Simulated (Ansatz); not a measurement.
The compound is Na3PaF8 (I4/mmm).

```
Na Pa F
1.0
     5.48500   -2.74650    2.74650
     5.48500    2.74650   -2.74650
    -5.48500    2.74650    2.74650
Na Pa F
3 1 8
Direct
  0.75000 0.25000 0.50000
  0.25000 0.75000 0.50000
  0.50000 0.50000 0.00000
  0.00000 0.00000 0.00000
  0.34890 0.34890 0.47260
  0.34890 0.87630 0.00000
  0.87630 0.87630 0.52740
  0.87630 0.34890 0.00000
  0.65110 0.12370 0.00000
  0.65110 0.65110 0.52740
  0.12370 0.65110 0.00000
  0.12370 0.12370 0.47260
```

The cell and positions come from the Crystallography Open Database and are kept as given unless a step says otherwise. The program's search for lower electronic states was switched off, so nothing shows that the state found is the lowest. Spin-orbit coupling is left out unless a run names it. PAW set soft_2, made with PBE.

A constrained-RPA run (Ansatz 0.2.0; non-magnetic LDA; Pa f, bands c1 to c7, 4×4×4 mesh, medium accuracy) builds 7 functions on bands 1.4 eV wide, with 0.0 electrons in the window. The bare on-site interaction is 16.9 eV and the bare J 0.49 eV.

Estimate U, U′ and J.

On the Pa f shell, U = 5.99 eV (36 % of the bare value), U′ = 5.26 eV, J = 0.35 eV.

The parent state is non-magnetic and the interaction static (zero frequency); U depends on the window and the orbitals, so it belongs to this model alone. Spin-orbit coupling, which is strong for atoms this heavy, is left out.

[Paths, hosts, dates, memory and timing lines, banners, echoed tables and standing remarks are left out of the program output.]

[Logs are printed without paths, hosts, clocks, repeated set-up lines and the standing remarks that a program may print on its own settings, such as how far it seeks lower states.]

[Runs of the session that timed out or met a known fault of the program may be left out.]

[Hosts, paths, dates, database ids (printed as entryN), source tags and the programs' standing remarks are cut or masked in the printed files.]
